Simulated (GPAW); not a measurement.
**Optical response of KI**

Wanted: where KI starts to absorb, how strongly, and its refractive index.

Program: GPAW 26.7.0. Level of theory: DFT, LDA, plane-wave PAW (GPAW data sets), scalar-relativistic, RPA, optical limit. Results are calculated unless marked as measured.

**1. The starting structure**

The structure is cubic, space group Fm-3m (No. 225). Conventional cell: a = 7.066 Å, b = 7.066 Å, c = 7.066 Å, α = 90.00°, β = 90.00°, γ = 90.00°. I has 6 K at 3.53 Å nearest. Nearest to K lie 6 I at 3.53 Å. Farther neighbours and most contacts between anions are not listed.

**2. Ground state**

First the ground state: is it a metal or has it a gap?

This step: DFT, LDA, plane-wave PAW (GPAW data sets), scalar-relativistic, ground state (GPAW 26.7.0).

gs.py

```python
from ase import Atoms
from ase.dft.bandgap import bandgap
from gpaw import GPAW, PW, FermiDirac

atoms = Atoms(['I', 'K'],
              cell=[[0.000000000000, 3.532775000000, 3.532775000000],
                    [3.532775000000, 0.000000000000, 3.532775000000],
                    [3.532775000000, 3.532775000000, 0.000000000000]],
              scaled_positions=[[0.500000000000, 0.500000000000, 0.500000000000],
                                [0.000000000000, 0.000000000000, 0.000000000000]],
              pbc=[True, True, True])
atoms.calc = GPAW(mode=PW(400), xc='LDA', kpts={'size': (6, 6, 6), 'gamma': True},
                  occupations=FermiDirac(0.05), maxiter=150, txt='gs.txt')
print('energy (eV)', atoms.get_potential_energy())
print('Fermi level (eV)', atoms.calc.get_fermi_level())
print('valence electrons', atoms.calc.get_number_of_electrons())
print('gap (eV)', bandgap(atoms.calc, output=None)[0])
print('direct gap (eV)', bandgap(atoms.calc, direct=True, output=None)[0])
atoms.calc.write('gs.gpw')
```

Command:

```console
$ OMP_NUM_THREADS=1 python gs.py
```

Numbers of over 12 decimals in the logs are rounded to 6 here.

What it wrote:

```text
__  _  _
 | _ |_)|_||  |
 |__||  | ||/\| - 26.7.0

Versions:
  Python: 3.12.14
  ASE:    3.29.0
  Numpy:  2.5.5
  Scipy:  1.18.1
  Libxc:  7.0.0

Input parameters:
  mode=PW(ecut=400.0),
  kpts=MonkhorstPack(size=(6, 6, 6), gamma=True),
  maxiter=150,
  occupations=Occupations(name='fermi-dirac', width=0.05, fixmagmom=False),
  xc=XC(name='LDA')

Diagonalizing LCAO Hamiltonian
Converting LCAO to pw mode

                   I

       K

Atoms  # Å, Bohr magnetons
|   | symbol |        x |        y |        z |    initial magnetic moments |
| 0 |      I | 3.532775 | 3.532775 | 3.532775 | ( 0.0000,  0.0000,  0.0000) |
| 1 |      K | 0.000000 | 0.000000 | 0.000000 | ( 0.0000,  0.0000,  0.0000) |

Unit cell  # Å
| periodic |        x |        y |        z |  lengths |    angles |
|      yes | 0.000000 | 3.532775 | 3.532775 | 4.996098 | 60.000000 |
|      yes | 3.532775 | 0.000000 | 3.532775 | 4.996098 | 60.000000 |
|      yes | 3.532775 | 3.532775 | 0.000000 | 4.996098 | 60.000000 |

Number of symmetries: 48
Symmetry operations  # r_c * U_cc + t_c -> r_c
|    | kind |            matrix            |
|  0 |  σ   |  1, 0, 0,  1, 0,-1,  1,-1, 0 |
|  1 |  C2  |  1, 0, 0,  1,-1, 0,  1, 0,-1 |
|  2 |  E   |  1, 0, 0,  0, 1, 0,  0, 0, 1 |
|  3 |  σ   |  1, 0, 0,  0, 0, 1,  0, 1, 0 |
|  4 |  C4  |  1, 0,-1,  1, 0, 0,  1,-1, 0 |
|  5 |  S6  |  1, 0,-1,  1,-1, 0,  1, 0, 0 |
|  6 |  σ   |  1, 0,-1,  0, 1,-1,  0, 0,-1 |
|  7 |  C3  |  1, 0,-1,  0, 0,-1,  0, 1,-1 |
|  8 |  S6  |  1,-1, 0,  1, 0, 0,  1, 0,-1 |
|  9 |  C4  |  1,-1, 0,  1, 0,-1,  1, 0, 0 |
| 10 |  C3  |  1,-1, 0,  0,-1, 1,  0,-1, 0 |
| 11 |  σ   |  1,-1, 0,  0,-1, 0,  0,-1, 1 |
| 12 |  σ   |  0, 1, 0,  1, 0, 0,  0, 0, 1 |
| 13 |  C4  |  0, 1, 0,  0, 1,-1, -1, 1, 0 |
| 14 |  C3  |  0, 1, 0,  0, 0, 1,  1, 0, 0 |
| 15 |  S6  |  0, 1, 0, -1, 1, 0,  0, 1,-1 |
| 16 |  C2  |  0, 1,-1,  1, 0,-1,  0, 0,-1 |
| 17 |  σ   |  0, 1,-1,  0, 1, 0, -1, 1, 0 |
| 18 |  S4  |  0, 1,-1,  0, 0,-1,  1, 0,-1 |
| 19 |  C4  |  0, 1,-1, -1, 1, 0,  0, 1, 0 |
| 20 |  C3  |  0, 0, 1,  1, 0, 0,  0, 1, 0 |
| 21 |  σ   |  0, 0, 1,  0, 1, 0,  1, 0, 0 |
| 22 |  S6  |  0, 0, 1,  0,-1, 1, -1, 0, 1 |
| 23 |  C4  |  0, 0, 1, -1, 0, 1,  0,-1, 1 |
| 24 |  S4  |  0, 0,-1,  1, 0,-1,  0, 1,-1 |
| 25 |  C3  |  0, 0,-1,  0, 1,-1,  1, 0,-1 |
| 26 |  C2  |  0, 0,-1,  0,-1, 0, -1, 0, 0 |
| 27 |  S6  |  0, 0,-1, -1, 0, 0,  0,-1, 0 |
| 28 |  S4  |  0,-1, 1,  1,-1, 0,  0,-1, 0 |
| 29 |  C4  |  0,-1, 1,  0, 0, 1, -1, 0, 1 |
| 30 |  C2  |  0,-1, 1,  0,-1, 0,  1,-1, 0 |
| 31 |  σ   |  0,-1, 1, -1, 0, 1,  0, 0, 1 |
| 32 |  C3  |  0,-1, 0,  1,-1, 0,  0,-1, 1 |
| 33 |  S6  |  0,-1, 0,  0, 0,-1, -1, 0, 0 |
| 34 |  S4  |  0,-1, 0,  0,-1, 1,  1,-1, 0 |
| 35 |  C2  |  0,-1, 0, -1, 0, 0,  0, 0,-1 |
| 36 |  C2  | -1, 1, 0,  0, 1, 0,  0, 1,-1 |
| 37 |  S6  | -1, 1, 0,  0, 1,-1,  0, 1, 0 |
| 38 |  S4  | -1, 1, 0, -1, 0, 1, -1, 0, 0 |
| 39 |  C3  | -1, 1, 0, -1, 0, 0, -1, 0, 1 |
| 40 |  S6  | -1, 0, 1,  0, 0, 1,  0,-1, 1 |
| 41 |  C2  | -1, 0, 1,  0,-1, 1,  0, 0, 1 |
| 42 |  C3  | -1, 0, 1, -1, 1, 0, -1, 0, 0 |
| 43 |  S4  | -1, 0, 1, -1, 0, 0, -1, 1, 0 |
| 44 |  C2  | -1, 0, 0,  0, 0,-1,  0,-1, 0 |
| 45 |  i   | -1, 0, 0,  0,-1, 0,  0, 0,-1 |
| 46 |  σ   | -1, 0, 0, -1, 1, 0, -1, 0, 1 |
| 47 |  C2  | -1, 0, 0, -1, 0, 1, -1, 1, 0 |

BZ-sampling:
  Number of BZ points: 216
  Number of IBZ points: 16

  Monkhorst-Pack size: [6, 6, 6]
  Monkhorst-Pack shift: [0.083333, 0.083333, 0.083333]

K-points  # in reciprocal-cell coordinates
|     |                                coordinates |     weight |
|   0 | (  0.00000000,   0.00000000,   0.00000000) | 0.00462963 |
|   1 | (  0.16666667,   0.16666667,   0.00000000) | 0.02777778 |
|   2 | (  0.16666667,   0.16666667,   0.16666667) | 0.03703704 |
|   3 | (  0.33333333,   0.16666667,   0.16666667) | 0.05555556 |
|   4 | (  0.33333333,   0.33333333,  -0.33333333) | 0.05555556 |
|   5 | (  0.33333333,   0.33333333,   0.00000000) | 0.02777778 |
|   6 | (  0.33333333,   0.33333333,   0.16666667) | 0.11111111 |
|   7 | (  0.33333333,   0.33333333,   0.33333333) | 0.03703704 |
|   8 | (  0.50000000,   0.33333333,  -0.33333333) | 0.11111111 |
|   9 | (  0.50000000,   0.33333333,  -0.16666667) | 0.05555556 |
| ... |                                            |            |
|  15 | (  0.50000000,   0.50000000,   0.50000000) | 0.01851852 |

Plane wave coefficients: 1639
Cutoff: 400.0 eV

Spin-components: 1 (collinear spins)
Bands:           9
Projectors:      10
Spin-degeneracy: 2
Datatype:        complex128

Parallelization:
  kpt:    1
  domain: 1
  band:   1

Density:
  Valence electrons: 16.0
  Components: 1
  Grid points: [24 24 24]
  Charge: 0.0  # |e|

Potential:
  Grid points: [24 24 24]

species:
  I:
    name:    Iodine
    id:
    Z:       53.0
    valence: 7
    core:    46
    charge:  0.0  # [|e|]
    compensation charges:
      type: gauss
      rc: 0.37  # [Å]
      lmax: 2
    cutoffs:
      filter: 2.06  # [Å]
      core: 2.90  # [Å]
    projectors
    | kind |    occ | energy [eV] | rcut [Å] |
    |   5s |  2.000 |     -17.626 |    1.164 |
    |   5p |  5.000 |      -7.241 |    1.164 |
    |    s |        |       9.585 |    1.164 |
    |    p |        |      19.970 |    1.164 |
    |    d |        |       0.000 |    1.164 |

    Using partial waves for I as LCAO basis

  K:
    name:    Potassium
    id:
    Z:       19.0
    valence: 9
    core:    10
    charge:  0.0  # [|e|]
    compensation charges:
      type: gauss
      rc: 0.35  # [Å]
      lmax: 2
    cutoffs:
      filter: 1.91  # [Å]
      core: 1.27  # [Å]
    projectors
    | kind |    occ | energy [eV] | rcut [Å] |
    |   3s |  2.000 |     -35.177 |    1.122 |
    |   4s |  1.000 |      -2.428 |    1.122 |
    |   3p |  6.000 |     -18.839 |    1.106 |
    |    p |        |       8.373 |    1.106 |
    |    d |        |       0.000 |    0.937 |

    Using partial waves for K as LCAO basis

Reference energy: -209724.155214  # eV

eigensolver:
  PPCG
  Converge bands: occupied
  niter=2

density mixing:
  MSR1-Mixer
  Pratt-step length: 0.05
  Maximum mixing coefficient: 0.75
  Old densities: 10
  SVD Regularization: 0.005
  Good broyden scale: 1.0
  Trust region scale: 1.0
  Backstep threshold: 4.0
  History deletion threshold: 6.0
  Fourier metric: weight=20.0, sigma=0.015

occupation numbers:
  Fermi-Dirac:
    width: 0.0500  # eV

poisson solver:
  ecut: 3200.0  # eV

xc functional:
  name: None

convergence criteria:
- Maximum [total energy] change in last 3 cyles: 0.0005 eV / valence electron
- Maximum integral of absolute [dens]ity change: 0.0001 electrons / valence electron
- Maximum integral of absolute [eigenst]ate change: 4e-08 eV^2 / valence electron
maximum number of iterations: 150

SCF iterations
|iter     |      energy | eigst |  dens |
|iter:   1||   -6.371333 | -0.47 |       |
|iter:   2||   -6.362251 | -2.13 | -1.39 |
|iter:   3||   -6.284508 | -1.76 | -1.42 |
|iter:   4||   -6.279458 | -3.01 | -1.75 |
|iter:   5||   -6.279438c| -4.20 | -2.16 |
|iter:   6||   -6.279459c| -5.51 | -2.72 |
|iter:   7||   -6.279460c| -6.77 | -3.68 |
|iter:   8||   -6.279460c| -7.77c| -4.14c|

Converged in 8 steps
SCF loop duration: 3.769 s (0.471 s/step)
Energy contributions relative to reference atoms: (reference = -209724.155214)

Energy contributions:
  Kinetic:           2.424582
  Coulomb:          -2.262695
  Zero:             -0.616356
  External:          0.000000
  Xc:               -5.824991
  Entropy:          -0.000000
  Spinorbit:         0.000000
  ----------------------------
  Free energy:      -6.279460
  Extrapolated:     -6.279460

dipole moment: (-25.669008, -25.669008, -25.669008)  # |e|*Ang

Fermi level: 1.872
Eigenvalues  # (at kpt = [0.000, 0.000, 0.000])
| band index |      eig [eV] | occ [0-2] |
|          0 |       -27.966 |     2.000 |
|          1 |       -11.677 |     2.000 |
|          2 |       -11.677 |     2.000 |
|          3 |       -11.677 |     2.000 |
|          4 |       -10.386 |     2.000 |
|          5 |         0.206 |     2.000 |
|          6 |         0.206 |     2.000 |
|          7 |         0.206 |     2.000 |
|          8 |         3.821 |     0.000 |

Gap: 3.615 eV
Transition (v -> c):
  (s=0, k=0, n=7, [0.00, 0.00, 0.00]) -> (s=0, k=0, n=8, [0.00, 0.00, 0.00])
No difference between direct/indirect transitions

--- standard output ---
energy (eV) -6.279460
Fermi level (eV) 1.872143
valence electrons 16.0
gap (eV) 3.615188
direct gap (eV) 3.615188
```

The job ended after 5.2 s (1 thread of Arm Neoverse V1, shared host; peak memory 0.14 GiB).

Read-outs, printed or worked out from the files:

* energy: -6.279 eV
* Fermi energy: 1.872 eV
* gap on the k-mesh: 3.615 eV
* direct gap on the mesh: 3.615 eV
* electrons: 16

There is a gap, 3.62 eV on this mesh (points off the mesh can give less), so no carriers' term is needed.

**3. Bands for the response**

The response needs many more empty bands than the density does.

This step: DFT, LDA, plane-wave PAW (GPAW data sets), scalar-relativistic, bands at fixed density (GPAW 26.7.0).

nscf.py

```python
from ase.dft.bandgap import bandgap
from gpaw import GPAW, FermiDirac

calc = GPAW('gs.gpw').fixed_density(kpts={'size': (10, 10, 10), 'gamma': True}, nbands=56, convergence={'bands': 50},
                                    occupations=FermiDirac(0.001), txt='nscf.txt')
print('gap (eV)', bandgap(calc, output=None)[0])
print('direct gap (eV)', bandgap(calc, direct=True, output=None)[0])
print('top band over the Fermi level (eV)', min(calc.get_eigenvalues(kpt=k)[49] for k in range(len(calc.get_ibz_k_points()))) - calc.get_fermi_level())
calc.write('full.gpw', mode='all')
```

Command:

```console
$ OMP_NUM_THREADS=1 python nscf.py
```

What it wrote:

```text
Diagonalizing LCAO Hamiltonian
Converting LCAO to pw mode
convergence criteria:
- Maximum integral of absolute [eigenst]ate change: 4e-08 eV^2 / valence electron
maximum number of iterations: 150

SCF iterations
|iter     |      energy | eigst |  dens |
|iter:   1||             | +3.79 |       |
|iter:   2||             | +2.53 |       |
|iter:   3||             | +1.43 |       |
|iter:   4||             | +0.08 |       |
|iter:   5||             | -0.99 |       |
|iter:   6||             | -2.05 |       |
|iter:   7||             | -2.88 |       |
|iter:   8||             | -3.87 |       |
|iter:   9||             | -4.64 |       |
|iter:  10||             | -5.57 |       |
|iter:  11||             | -6.29 |       |
|iter:  12||             | -7.01 |       |
|iter:  13||             | -7.51c|       |
SCF steps: 13
  __  _  _
 | _ |_)|_||  |
 |__||  | ||/\| - 26.7.0

Versions:
  Python: 3.12.14
  ASE:    3.29.0
  Numpy:  2.5.5
  Scipy:  1.18.1
  Libxc:  7.0.0

Input parameters:
  mode=PW(ecut=400.0),
  convergence={'bands': 50},
  gpts=array([24, 24, 24]),
  kpts=MonkhorstPack(size=(10, 10, 10), gamma=True),
  maxiter=150,
  nbands=56,
  occupations=Occupations(name='fermi-dirac', width=0.001, fixmagmom=False),
  parallel={},
  xc=XC(name='LDA')

--- standard output ---
gap (eV) 3.615188
direct gap (eV) 3.615188
top band over the Fermi level (eV) 29.541916
```

Wall time 1.7 min (1 thread); peak memory 0.22 GiB.

**4. Dielectric function, RPA**

Local fields let the induced charge screen the field inside the cell, which as a rule lowers ε, most along directions where the density is uneven.

This step: DFT, LDA, plane-wave PAW (GPAW data sets), scalar-relativistic, RPA, optical limit (GPAW 26.7.0).

df.py

```python
from gpaw.response.df import DielectricFunction

df = DielectricFunction('full.gpw', frequencies={'type': 'nonlinear', 'domega0': 0.03, 'omega2': 8},
                        ecut=80,
                        eta=0.2,
                        nbands=50,
                        txt='df.txt')
for direction in ['x']:
    df.get_dielectric_function(xc='RPA', direction=direction, filename=f'df_{direction}.csv')
```

Command:

```console
$ OMP_NUM_THREADS=1 python df.py
```

What it wrote:

```text
Using integrator: PointIntegrator
NonLinearFrequencyDescriptor(from 0.000 to 62.066 eV, 492 points)
Nonperiodic BCs:  [False False False]
Using integrator: PointIntegrator
NonLinearFrequencyDescriptor(from 0.000 to 62.066 eV, 492 points)
Nonperiodic BCs:  [False False False]

Calculating chi0 body with:
    Ground state adapter containing:
    Number of spins: 1
    Number of kpoints: 1000
    Number of irreducible kpoints: 47
    Number of completely occupied states: 8
    Number of partially occupied states: 8

    Linear response parametrization:
    q_c: [0.0, 0.0, 0.0]
    Number of frequency points: 492
    Planewave cutoff: 80.0
    Number of bands: 50
    Number of planewaves: 137
    Broadening (eta): 0.2

Integrating chi0 body.

Symmetries of q_c:
    Direct symmetries (Uq -> q): 48
    Indirect symmetries (TUq -> q): 0
In total 48 allowed symmetries.

47 groups of equivalent kpoints. 95.3% reduction.

Integral kind: spectral function

Calculating chi0 optical extensions with:
    Ground state adapter containing:
    Number of spins: 1
    Number of kpoints: 1000
    Number of irreducible kpoints: 47
    Number of completely occupied states: 8
    Number of partially occupied states: 8

    Linear response parametrization:
    Number of frequency points: 492
    Planewave cutoff: 80.0
    Number of bands: 50
    Number of planewaves: 137
    Broadening (eta): 0.2
Integrating chi0 head and wings.

Symmetries of q_c:
    Direct symmetries (Uq -> q): 48
    Indirect symmetries (TUq -> q): 0
In total 48 allowed symmetries.

47 groups of equivalent kpoints. 95.3% reduction.

Integral kind: spectral function wings
```

It took 18 s on 1 thread; peak memory 0.63 GiB.

Read-outs, printed or worked out from the files:

```
electronic dielectric constant ε∞, mean over x, y and z (by symmetry where fewer were run) : 2.733
main peak of Im epsilon, first axis                                                        : 5.951 eV
centre of weight of the strongest loss peak in the window                                  : 11.13 eV
```

Values under the direct gap are tails of Lorentzian lines. The Im ε, E ∥ x by photon energy; read off at these points:

```csv
photon energy (eV),"Im ε, E ∥ x"
0.00,0
0.50,0.00705
1.00,0.0148
1.50,0.0240
2.00,0.0363
2.50,0.0548
3.00,0.0894
3.50,0.204
4.00,0.596
4.50,0.952
5.00,1.40
5.50,2.51
6.00,3.56
6.50,2.77
7.00,2.15
7.50,2.47
7.79,2.71
8.00,2.57
8.50,2.36
9.00,2.54
9.28,2.76
9.50,2.39
10.00,1.36
10.50,0.930
11.00,0.873
11.50,0.487
12.00,0.333
12.50,0.437
13.00,0.601
13.50,0.894
14.00,0.883
14.31,0.935
14.50,0.888
15.00,0.583
15.50,0.543
16.00,0.552
16.50,0.538
17.00,0.608
17.50,0.536
18.00,0.499
18.50,0.482
19.00,0.599
19.50,0.549
```

The Re ε, E ∥ x by photon energy:

```csv
photon energy (eV),"Re ε, E ∥ x"
0.0,2.73
0.5,2.74
1.0,2.77
1.5,2.82
2.0,2.89
2.5,3.00
3.0,3.17
3.5,3.46
4.0,3.65
4.5,3.84
5.0,4.28
5.5,4.26
6.0,2.67
6.5,1.49
7.0,1.72
7.5,1.99
8.0,1.19
8.5,1.29
9.0,0.851
9.5,-0.131
10.0,-0.387
10.5,0.211
11.0,0.0867
11.5,0.295
12.0,0.683
12.5,0.940
13.0,1.11
13.5,1.03
14.0,0.869
14.5,0.629
15.0,0.642
15.5,0.760
16.0,0.819
16.5,0.844
17.0,0.807
17.5,0.763
18.0,0.802
18.5,0.886
19.0,0.877
19.5,0.719
```

The Im ε, E ∥ x has structure finer than the step of the table below, so its rows give means over 0.5 eV, whole bins alone (the curve runs from 0 to 19.9 eV). Peaks (eV: height): without local fields 5.82: 5.56, 7.50: 5.09, 13.00: 1.38; with local fields 5.97: 3.57, 7.79: 2.71, 9.28: 2.76, 14.31: 0.935.

Values under the direct gap are tails of Lorentzian lines. The Im ε, E ∥ x by photon energy; means over each step:

```csv
photon energy (eV),without local fields,with local fields
0.5,0.0104,0.00708
1.0,0.0218,0.0148
1.5,0.0355,0.0241
2.0,0.0535,0.0365
2.5,0.0806,0.0554
3.0,0.131,0.0918
3.5,0.289,0.216
4.0,0.719,0.556
4.5,1.22,0.895
5.0,2.24,1.42
5.5,4.46,2.58
6.0,5.25,3.47
6.5,4.08,2.76
7.0,3.99,2.15
7.5,4.84,2.43
8.0,3.75,2.54
8.5,3.16,2.36
9.0,2.32,2.59
9.5,1.25,2.37
10.0,0.814,1.38
10.5,0.936,0.957
11.0,0.843,0.865
11.5,0.568,0.488
12.0,0.692,0.346
12.5,1.20,0.439
13.0,1.34,0.614
13.5,0.927,0.867
14.0,0.613,0.896
14.5,0.406,0.858
15.0,0.366,0.601
15.5,0.404,0.545
16.0,0.388,0.553
16.5,0.389,0.557
17.0,0.478,0.605
17.5,0.571,0.542
18.0,0.619,0.495
18.5,0.726,0.491
19.0,0.865,0.596
19.5,0.938,0.550
```

The loss function −Im 1/ε at q → 0, E ∥ x has structure finer than the step of the table below, so its rows give means over 0.5 eV, whole bins alone (the curve runs from 0 to 19.9 eV). Peaks (eV: height): 11.48: 1.51, 14.77: 0.859, 19.45: 0.675.

Values under the direct gap are tails of Lorentzian lines. Table of loss function −Im 1/ε at q → 0, E ∥ x by energy loss; means over each step:

```csv
energy loss (eV),"loss function −Im 1/ε at q → 0, E ∥ x"
0.5,9.4e-4
1.0,0.00193
1.5,0.00304
2.0,0.00436
2.5,0.00612
3.0,0.00903
3.5,0.0177
4.0,0.0401
4.5,0.0578
5.0,0.0713
5.5,0.107
6.0,0.180
6.5,0.273
7.0,0.283
7.5,0.253
8.0,0.318
8.5,0.333
9.0,0.348
9.5,0.422
10.0,0.721
10.5,1.01
11.0,1.15
11.5,1.40
12.0,0.636
12.5,0.413
13.0,0.387
13.5,0.482
14.0,0.579
14.5,0.750
15.0,0.774
15.5,0.627
16.0,0.572
16.5,0.547
17.0,0.592
17.5,0.611
18.0,0.558
18.5,0.488
19.0,0.542
19.5,0.646
```

Refractive index n and extinction k against photon energy:

```csv
photon energy (eV),n,k
0.0,1.65,0
0.5,1.66,0.00213
1.0,1.66,0.00444
1.5,1.68,0.00716
2.0,1.70,0.0107
2.5,1.73,0.0158
3.0,1.78,0.0251
3.5,1.86,0.0547
4.0,1.92,0.155
4.5,1.97,0.241
5.0,2.10,0.335
5.5,2.15,0.586
6.0,1.89,0.943
6.5,1.52,0.908
7.0,1.50,0.719
7.5,1.61,0.769
8.0,1.42,0.906
8.5,1.41,0.836
9.0,1.33,0.956
9.5,1.06,1.12
10.0,0.716,0.948
10.5,0.763,0.609
11.0,0.694,0.628
11.5,0.658,0.370
12.0,0.849,0.196
12.5,0.994,0.220
13.0,1.09,0.276
13.5,1.10,0.408
14.0,1.03,0.430
14.5,0.927,0.479
15.0,0.869,0.336
15.5,0.920,0.295
16.0,0.951,0.290
16.5,0.960,0.280
17.0,0.953,0.319
17.5,0.921,0.291
18.0,0.934,0.267
18.5,0.973,0.247
19.0,0.985,0.304
19.5,0.901,0.304
```

From ε follow the optical constants at some laser and lamp lines:

```csv
wavelength (nm),n,k,R (%),1/α
1550,1.66,0.003,6.2,35 µm
1064,1.67,0.005,6.3,16 µm
633,1.70,0.010,6.7,4.9 µm
532,1.72,0.014,7.0,3.1 µm
450,1.75,0.020,7.5,1.8 µm
308,1.92,0.157,10.1,156 nm
248,2.10,0.334,13.6,59 nm
```

Below the direct gap, k and the depth come from the tails of the Lorentzian lines, not from transitions.

Rows near the edge hang on the gap, which this functional as a rule makes too small, and phonon-assisted absorption is left out.

**5. Outcome**

| Item | Value |
| --- | --- |
| electronic dielectric constant ε∞, mean over x, y and z (by symmetry where fewer were run) (RPA) | 2.73 |
| main peak of Im epsilon, first axis | 5.95 eV |
| centre of weight of the strongest loss peak in the window, first axis | 11.1 eV |

In words: At this level (LDA, RPA) KI has ε∞ = 2.73 and n = 1.66 at 1550 nm, and Im ε peaks at 6.0 eV. On the mesh the gap is 3.62 eV and the least direct gap 3.62 eV. Local fields change the static value along x from 3.35 to 2.73 (-18 %). Distinct maxima of Im ε, read by a parabola through the highest points, lie at 5.95 eV (3.6), 7.80 eV (2.7), 9.26 eV (2.8) and 14.27 eV (0.94). Excitons and phonon-assisted transitions are missing; LDA gaps are as a rule too small, which pulls the onset down and ε∞ up. Spin-orbit coupling is left out although heavy atoms are present. The sum runs over mesh points, so small or evenly spaced maxima can still be ripples of the mesh. Besides steps told in other documents, this task had 1 step that the program refused or didn't finish; those not told in a step above aren't shown.

[Machine, clock and banner lines and Python warnings are left out of the logs.]

[Logs are printed without paths, hosts, clocks, repeated set-up lines and the standing remarks that a program may print on its own settings, such as how far it seeks lower states.]

[Hosts, paths, dates, database ids (printed as entryN), source tags and the programs' standing remarks are cut or masked in the printed files.]
